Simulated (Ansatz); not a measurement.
In doubt: masses and optical values from hybrid runs of this build are listed as unsure (in some of the runs), which bears on the screening that GW takes from such a start.

Two G0W0 runs on SiO2 (Cristobalite).

The database entry behind the starting cell lists a temperature of 340 K, so it need not match the best structure at ambient conditions.

Symmetry: P4_12_12, No. 92, tetragonal system. The conventional cell has a = 4.982 Å, b = 4.982 Å, c = 6.963 Å, α = 90.00°, β = 90.00°, γ = 90.00°. Nearest to Si lie 4 O at 1.60 to 1.61 Å. Nearest to O lie 2 Si at 1.60 to 1.61 Å. Farther neighbours and most contacts between anions are not listed.

```cif
data_structure
_symmetry_space_group_name_H-M 'P 1'
_symmetry_Int_Tables_number 1
_cell_length_a 4.9820
_cell_length_b 4.9820
_cell_length_c 6.9630
_cell_angle_alpha 90.000
_cell_angle_beta 90.000
_cell_angle_gamma 90.000
_cell_volume 172.82
loop_
_atom_site_label
_atom_site_type_symbol
_atom_site_fract_x
_atom_site_fract_y
_atom_site_fract_z
_atom_site_occupancy
Si1 Si 0.29897 0.29897 0.00000 1
Si2 Si 0.20103 0.79897 0.25000 1
Si3 Si 0.70103 0.70103 0.50000 1
Si4 Si 0.79897 0.20103 0.75000 1
O5 O 0.23989 0.10347 0.17813 1
O6 O 0.39653 0.73989 0.42813 1
O7 O 0.76011 0.89653 0.67813 1
O8 O 0.60347 0.26011 0.92813 1
O9 O 0.73989 0.39653 0.57187 1
O10 O 0.89653 0.76011 0.32187 1
O11 O 0.26011 0.60347 0.07187 1
O12 O 0.10347 0.23989 0.82187 1
```

The cell and positions come from the Crystallography Open Database and are kept as given unless a step says otherwise.

The first (Ansatz 0.2.0; start PBE, 2×2×2 mesh, 720 empty bands, screening to 150 eV, PAW set soft_1 files; 1 × NVIDIA H100 80GB HBM3 (shared by 6 runs) with 2 threads of AMD EPYC 7R13 (Zen 3), shared host) gave, on its mesh: starting gap 5.76 eV, G0W0 gap 8.76 eV, RPA ε∞ (mean) 2.17, 14 s.

The second gave: starting gap 15.80 eV, G0W0 gap 11.52 eV, RPA ε∞ (mean) 1.55, 68 s.

**Question.** What was changed in the input? Choose among start, files, mesh, bands and cutoff, frequency model or another key.

Changed: start from PBE to Hartree-Fock. A jump of this size in the start, with ε∞ moving the other way, marks another functional. Other changes could give like numbers; this is the one that was made.

Limits: not at the basis limit; coarse k mesh.

[Paths, hosts, dates, memory and timing lines, banners, echoed tables and standing remarks are left out of the program output.]

[Logs are printed without paths, hosts, clocks, repeated set-up lines and the standing remarks that a program may print on its own settings, such as how far it seeks lower states.]

[Runs of the session that timed out or met a known fault of the program may be left out.]

[Cells called generated may have been cut or substituted from an entry of the Crystallography Open Database or the Materials Project.]

[Hosts, paths, dates, database ids (printed as entryN), source tags and the programs' standing remarks are cut or masked in the printed files.]
